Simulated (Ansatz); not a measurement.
# CsSrF3 (Pm-3m): following an unstable mode, part 2 of 3

Aim: this structure of CsSrF3 (Pm-3m) is to be tested for unstable modes, and one is followed downhill.

Ansatz 0.2.0; DFT PBEsol, scalar-relativistic, plane waves, PAW; PAW set soft_1.

So far, highest frequency on the path or at a solved wavevector (cm⁻¹): step 2 (phonons on a q mesh) 440. Also lowest frequency on the path (cm⁻¹): step 2 -66.4.

## 6. Relaxing from the distorted cell

Starting from the lowest point found, all atoms and the cell are let go, so that strain and other modes of the same symmetry can join in.

Contents of input.yaml:

```yaml
crystal:
  lattice:
    - [4.7371927409, 4.7371927409, 0.0]
    - [4.7371927409, 0.0, 4.7371927409]
    - [4.7371927409, 0.0, -4.7371927409]
  atoms:
    - { symbol: Cs, position: [0.0, 0.5, 0.5] }
    - { symbol: Cs, position: [0.0, 0.0, 0.0] }
    - { symbol: Sr, position: [0.5, 0.25, 0.75] }
    - { symbol: Sr, position: [0.5, 0.75, 0.25] }
    - { symbol: F, position: [0.5477654557, -0.0477654557, 0.5] }
    - { symbol: F, position: [0.4522345443, 0.5477654557, 0.0] }
    - { symbol: F, position: [0.0, 0.0477654557, 0.5] }
    - { symbol: F, position: [0.0, 0.4522345443, 0.0] }
    - { symbol: F, position: [0.4522345443, 0.5, 0.5] }
    - { symbol: F, position: [0.5477654557, 0.0, 0.0] }
kpoints:
  mp_grid: { grid: [6, 6, 6] }
hamiltonian:
  xc: pbesol
  pseudopotentials: { kind: paw, azcp: { folder: soft_1 }, xc_functional: pbe }
scf:
  occupations: { method: fixed }
output:
  forces: true
  stress: true
  eigenvalues: true
relax:
  adjacent_minimum: "off"
  f_tol: 0.002
  max_steps: 120
  cell: { stress_tol: 0.03 }
```

On the command line:

```
$ ansatz run input.yaml --threads 4 --pin off --max-ram 10240MiB --backend cpu --events-out ev --progress --plain --runs-dir out
```

Numbers of over 12 decimals in the logs are rounded to 6 here.

The program printed:

```text
[...]
Crystal: 10 atoms, lattice volume = 212.615 Å³
Basis set: ecut = 420 eV, 4111 PW (Γ), exchange–correlation on 90×90×90 points (8 copies of the dense FFT grid, shifted against one another)
Bands: 50, of which v1, the nominal top of the filled ones, is band 40 counted from 1 (39 counted from 0)
Symmetry: 12 space group operations
[...]
k-points: 32 of 216
[...]
SCF iter   1: F=—  HF=-22988.799947 eV  |F-HF|=—  |Δ(HF+E_count)|=         —  Δρ=1.67e-1  dr2=5.03e1  ethr=3.10e-3  ⟨swp⟩=8.4  Hψ=8320  notcnv=0  defer=213
[...]
SCF iter   9: F=-22976.427871 eV  HF=-22976.427871 eV  |F-HF|=5.19e-9  |Δ(HF+E_count)|=   1.88e-7  Δρ=2.47e-6  dr2=1.20e-8  ethr=1.25e-10  ⟨swp⟩=18.1  Hψ=11494  notcnv=0
SCF 1 converged in 9 iterations: F = -22976.427871 eV  dr2 = 1.20e-8
[...]
relax step   1: F+E_penalty+E_count = -22976.42787135 eV  Δ(F+E_penalty+E_count) = +0.000e0 eV  max|allowed force component| = 5.650e-3 eV/Å  Δτ_max = 0.0000 Å  P = -0.408 GPa  Ω = 212.615 Å³  (9 SCF iters, dr2 threshold 1.00e-7 eV, accepted)
Crystal: 10 atoms, lattice volume = 209.893 Å³
Basis set: ecut = 420 eV, 4075 PW (Γ), exchange–correlation on 90×90×90 points (8 copies of the dense FFT grid, shifted against one another)
[...]
iter 1 solved again at ethr=6.46e-6 eV; its pass at ethr=3.10e-3 eV (dr2=5.17e-3 eV) is discarded
[...]
SCF iter   5: F=-22976.435649 eV  HF=-22976.435648 eV  |F-HF|=2.84e-7  |Δ(HF+E_count)|=   4.49e-6  Δρ=1.47e-5  dr2=3.80e-7  ethr=1.13e-9  ⟨swp⟩=12.9  Hψ=11516  notcnv=0
SCF 2 converged in 5 iterations: F = -22976.435649 eV  dr2 = 3.80e-7
relax step   2: F+E_penalty+E_count = -22976.43564867 eV  Δ(F+E_penalty+E_count) = -7.777e-3 eV  max|allowed force component| = 7.143e-3 eV/Å  Δτ_max = 0.0117 Å  P = +0.145 GPa  Ω = 209.893 Å³  energy of the carried Pulay correction = +3.482e-3 eV  (5 SCF iters, dr2 threshold 9.03e-7 eV, accepted)
Crystal: 10 atoms, lattice volume = 210.300 Å³
[...]
SCF iter   6: F=-22976.435826 eV  HF=-22976.435826 eV  |F-HF|=1.04e-9  |Δ(HF+E_count)|=   3.12e-8  Δρ=9.40e-7  dr2=3.14e-9  ethr=1.00e-10  ⟨swp⟩=12.4  Hψ=9290  notcnv=0
SCF 3 converged in 6 iterations: F = -22976.435826 eV  dr2 = 3.14e-9
relax step   3: F+E_penalty+E_count = -22976.43582579 eV  Δ(F+E_penalty+E_count) = -1.771e-4 eV  max|allowed force component| = 4.322e-3 eV/Å  Δτ_max = 0.0068 Å  P = +0.029 GPa  Ω = 210.300 Å³  energy of the carried Pulay correction = +2.959e-3 eV  (6 SCF iters, dr2 threshold 8.01e-8 eV, accepted)
[...]
relax step   4: F+E_penalty+E_count = -22976.43601502 eV  Δ(F+E_penalty+E_count) = -1.892e-4 eV  max|allowed force component| = 1.042e-3 eV/Å  Δτ_max = 0.0117 Å  P = +0.005 GPa  Ω = 210.285 Å³  energy of the carried Pulay correction = +2.977e-3 eV  (7 SCF iters, dr2 threshold 2.60e-9 eV, accepted)
[...]
relax step   5: F+E_penalty+E_count = -22976.43343805 eV  Δ(F+E_penalty+E_count) = +2.577e-3 eV  max|allowed force component| = 1.067e-3 eV/Å  Δτ_max = 0.0000 Å  P = -0.024 GPa  Ω = 210.285 Å³  stress off target by 6.88e-2 GPa  SCF on the basis re-selected at this cell (its energy is not comparable with the rows above)  (5 SCF iters)
[...]
relax step   6: F+E_penalty+E_count = -22976.43367458 eV  Δ(F+E_penalty+E_count) = -2.365e-4 eV  max|allowed force component| = 3.627e-5 eV/Å  Δτ_max = 0.0006 Å  P = -0.001 GPa  Ω = 210.154 Å³  energy of the carried Pulay correction = +1.657e-4 eV  (5 SCF iters, dr2 threshold 1.18e-8 eV, accepted)
[...]
SCF iter   1: F=—  HF=-22976.433596 eV  |F-HF|=—  |Δ(HF+E_count)|=         —  Δρ=7.70e-6  dr2=1.83e-8  ethr=3.86e-7  ⟨swp⟩=4.1  Hψ=12000  notcnv=0  defer=251
eigensolver tolerance schedule: the retry pair's looser diagonalisation over-reported the residual by 16918.84 of it (diagonalisation noise at an unbounded share of the residual, at the tolerance the schedule requests for it); recorded, not acted on — ethr = c·dr2/N_el stays at c = 1.0e-1
[...]
SCF iter   2: F=—  HF=-22976.433538 eV  |F-HF|=—  |Δ(HF+E_count)|=   5.78e-5  Δρ=4.00e-6  dr2=5.34e-9  ethr=2.28e-11  ⟨swp⟩=3.7  Hψ=4121  notcnv=0  defer=240
[...]
SCF iter   5: F=-22976.433538 eV  HF=-22976.433538 eV  |F-HF|=2.55e-11  |Δ(HF+E_count)|=  3.64e-11  Δρ=1.29e-7  dr2=2.49e-11  ethr=1.00e-12  ⟨swp⟩=18.7  Hψ=11056  notcnv=0
SCF 7 converged in 5 iterations: F = -22976.433538 eV  dr2 = 2.49e-11
[...]
relax step   7: F+E_penalty+E_count = -22976.43353831 eV  Δ(F+E_penalty+E_count) = +1.363e-4 eV  max|allowed force component| = 3.592e-5 eV/Å  Δτ_max = 0.0000 Å  P = -0.001 GPa  Ω = 210.154 Å³  stress off target by 2.79e-3 GPa  SCF on the basis re-selected at this cell (its energy is not comparable with the rows above)  (5 SCF iters)
[...]
SCF converged after 5 iterations
Free energy (F): -22976.433538 eV
[...]
Internal energy: -22976.433538 eV  (E = F + TS)
E sigma→0 (E₀):  -22976.433538 eV
Fermi energy:    2.237168 eV
[...]
--- Forces (eV/Å), atoms counted from 1 ---
  atom   1  Cs    -0.00000000     0.00000000    -0.00000000
  atom   2  Cs     0.00000000    -0.00000000     0.00000000
  atom   3  Sr    -0.00000000    -0.00000000     0.00000000
  atom   4  Sr    -0.00000000    -0.00000000    -0.00000000
  atom   5  F      0.00000000     0.00003592    -0.00003592
  atom   6  F     -0.00000000    -0.00003592     0.00003592
  atom   7  F      0.00003592     0.00000000     0.00003592
  atom   8  F     -0.00003592     0.00000000    -0.00003592
  atom   9  F     -0.00003592    -0.00003592    -0.00000000
  atom  10  F      0.00003592     0.00003592     0.00000000
  max |Σ_I F_I| component: 1.16e-18 eV/Å
--- Stress (GPa, compression-positive) ---
       -0.001452       0.000667       0.000667
        0.000667      -0.001452      -0.000667
        0.000667      -0.000667      -0.001452
  P = ⅓ Tr σ = -0.0015 GPa (-0.015 kbar)
--- Band table (eV; the first three rows and the last of 32) ---
  k-point 0: bands = [... 36 lower, 2.1645, 2.2091, 2.2091, 2.2249, 8.6702, 10.2155, 10.2155, 10.8147, ... 6 higher]
  k-point 1: bands = [... 36 lower, 2.1099, 2.1714, 2.1795, 2.1795, 8.9829, 10.3825, 10.3825, 10.7566, ... 6 higher]
  k-point 2: bands = [... 36 lower, 2.0732, 2.1083, 2.1206, 2.1206, 9.7559, 10.7928, 10.8176, 10.8176, ... 6 higher]
  k-point 31: bands = [... 36 lower, 2.1150, 2.1150, 2.1894, 2.1894, 10.6585, 10.6585, 11.0559, 11.0559, ... 6 higher]
--- Relaxed structure (5 steps of the walk, 5 accepted, 2 SCFs on fresh bases) ---
  F+E_penalty+E_count = -22976.43353831 eV   max|allowed force component| = 3.592e-5 eV/Å   (the final SCF, on the basis selected at the relaxed cell)
  cell:  # Å, volume = 210.1543 Å³
    - [4.739971, 4.739971, 0.0]
    - [4.739971, 3.469446951953614e-18, 4.739971]
    - [4.697916, 0.042055, -4.697916]
  atoms:
    - { symbol: Cs, position: [2.303929616531697e-19, 0.500000, 0.500000] }
    - { symbol: Cs, position: [0, 0, 0] }
    - { symbol: Sr, position: [0.500000, 0.25, 0.75] }
    - { symbol: Sr, position: [0.500000, 0.750000, 0.25] }
    - { symbol: F, position: [0.552196, -0.052196, 0.5] }
    - { symbol: F, position: [0.447804, 0.552196, 0.0] }
    - { symbol: F, position: [4.336808689942018e-19, 0.052196, 0.5] }
    - { symbol: F, position: [0.0, 0.447804, 0.0] }
    - { symbol: F, position: [0.447804, 0.500000, 0.500000] }
    - { symbol: F, position: [0.552196, -1.522888189987455e-19, 1.5503999999887465e-19] }
```

Run time: 45 s. Hardware: 4 threads of Arm Neoverse V1, shared host; peak memory 0.77 GiB; 2.9 min of CPU time.

Relaxation path:

```tsv
step	energy less that of the first step (eV)	largest force component (eV/Å)	pressure (GPa)	volume (Å³)
1	0.0000	0.0056	-0.41	212.61
2	-0.0078	0.0071	0.14	209.89
3	-0.0080	0.0043	0.03	210.30
4	-0.0081	0.0010	0.01	210.29
5*	-0.0056	0.0011	-0.02	210.29
6	-0.0058	0.0000	0.00	210.15
7*	-0.0057	0.0000	0.00	210.15
```

Relaxation steps marked * repeat the geometry before them on a plane-wave basis chosen anew for their cell, so energy and pressure can jump there.

The run keeps the 12 symmetry operations that it works with, so distortions that break them were not tested.

```tsv
conventional cell, symmetrised	before	after	change
a (Å)	6.699	6.703	+0.1 %
b (Å)	6.699	6.703	+0.1 %
c (Å)	16.410	16.201	-1.3 %
volume (Å³/atom)	21.26	21.02	-1.2 %
```

The atoms that moved most (Å, as changes of fractional coordinates times the final cell):

```tsv
atom	dx	dy	dz	length
F9	-0.021	-0.021	0.000	0.030
F10	0.021	0.021	0.000	0.030
F5	0.000	0.021	-0.021	0.030
F6	0.000	-0.021	0.021	0.030
F8	-0.021	0.000	-0.021	0.030
F7	0.021	0.000	0.021	0.030
```

The relaxed structure:

```cif
data_structure
_symmetry_space_group_name_H-M 'P 1'
_symmetry_Int_Tables_number 1
_cell_length_a 6.7033
_cell_length_b 6.7033
_cell_length_c 6.6440
_cell_angle_alpha 90.000
_cell_angle_beta 59.704
_cell_angle_gamma 60.000
_cell_volume 210.15
loop_
_atom_site_label
_atom_site_type_symbol
_atom_site_fract_x
_atom_site_fract_y
_atom_site_fract_z
_atom_site_occupancy
Cs1 Cs 0.00000 0.50000 0.50000 1
Cs2 Cs 0.00000 0.00000 0.00000 1
Sr3 Sr 0.50000 0.25000 0.75000 1
Sr4 Sr 0.50000 0.75000 0.25000 1
F5 F 0.55220 0.94780 0.50000 1
F6 F 0.44780 0.55220 0.00000 1
F7 F 0.00000 0.05220 0.50000 1
F8 F 0.00000 0.44780 0.00000 1
F9 F 0.44780 0.50000 0.50000 1
F10 F 0.55220 0.00000 0.00000 1
```

Numbers from this step:

* pressure: -0.001452 GPa
* gap on the k-mesh: 6.433 eV
* volume per atom: 21.02 Å³

The distorted start has space group R-3c; the relaxation ends in R-3c.

## 7. The new phase in its own primitive cell

The relaxed structure is symmetrised, reduced to its primitive cell and relaxed tightly, as its phonons need.

input.yaml, the sections that differ from step 6:

```yaml
crystal:
  lattice:
    - [3.3516655842, 1.9350850272, 5.4004050046]
    - [-3.3516655842, 1.9350850272, 5.4004050046]
    - [0.0, -3.8701700545, 5.4004050046]
  atoms:
    - { symbol: Cs, position: [0.25, 0.25, 0.25] }
    - { symbol: Cs, position: [0.75, 0.75, 0.75] }
    - { symbol: Sr, position: [0.5, 0.5, 0.5] }
    - { symbol: Sr, position: [0.0, 0.0, 0.0] }
    - { symbol: F, position: [0.25, 0.8021958476, 0.6978041524] }
    - { symbol: F, position: [0.75, 0.1978041524, 0.3021958476] }
    - { symbol: F, position: [0.8021958476, 0.6978041524, 0.25] }
    - { symbol: F, position: [0.1978041524, 0.3021958476, 0.75] }
    - { symbol: F, position: [0.6978041524, 0.25, 0.8021958476] }
    - { symbol: F, position: [0.3021958476, 0.75, 0.1978041524] }
relax:
  adjacent_minimum: "off"
  f_tol: 0.001
  max_steps: 60
  cell: { stress_tol: 0.01 }
# kpoints, hamiltonian, scf, output: as in step 6
```

The program printed:

```text
[...]
Crystal: 10 atoms, lattice volume = 210.154 Å³
Basis set: ecut = 420 eV, 4075 PW (Γ), exchange–correlation on 90×90×90 points (8 copies of the dense FFT grid, shifted against one another)
Bands: 50, of which v1, the nominal top of the filled ones, is band 40 counted from 1 (39 counted from 0)
Symmetry: 12 space group operations
[...]
k-points: 32 of 216
[...]
- { symbol: Sr, position: [0.500000, 0.500000, 0.5] }
    - { symbol: Sr, position: [0.0, 0.0, 0.0] }
    - { symbol: F, position: [0.250000, 0.802196, 0.697804] }
    - { symbol: F, position: [0.75, 0.197804, 0.302196] }
    - { symbol: F, position: [0.802196, 0.697804, 0.250000] }
    - { symbol: F, position: [0.197804, 0.302196, 0.75] }
    - { symbol: F, position: [0.6978041524, 0.250000, 0.8021958476] }
    - { symbol: F, position: [0.302196, 0.75, 0.197804] }
[key lines of the parts left out:]
SCF converged after 5 iterations
Free energy (F): -22976.433538 eV
Fermi energy:    2.237169 eV
P = ⅓ Tr σ = -0.0015 GPa (-0.015 kbar)
```

It took 15 s on 4 threads; peak memory 0.78 GiB; 58 s of CPU time.

Little changed from the start: no atom moved by 0.005 Å and no cell edge by 0.1 %.

Numbers from this step:

* pressure: -0.001451 GPa
* direct gap on mesh: 6.445 eV

The largest force component left is 0.051 meV/Å and the pressure is -0.001 GPa, within the tolerances set. The cell now holds 21.02 Å³/atom.

(Continued in part 3 of 3.)

[Logs are printed without paths, hosts, clocks, repeated set-up lines and the standing remarks that a program may print on its own settings, such as how far it seeks lower states.]

[Hosts, paths, dates, database ids (printed as entryN), source tags and the programs' standing remarks are cut or masked in the printed files.]
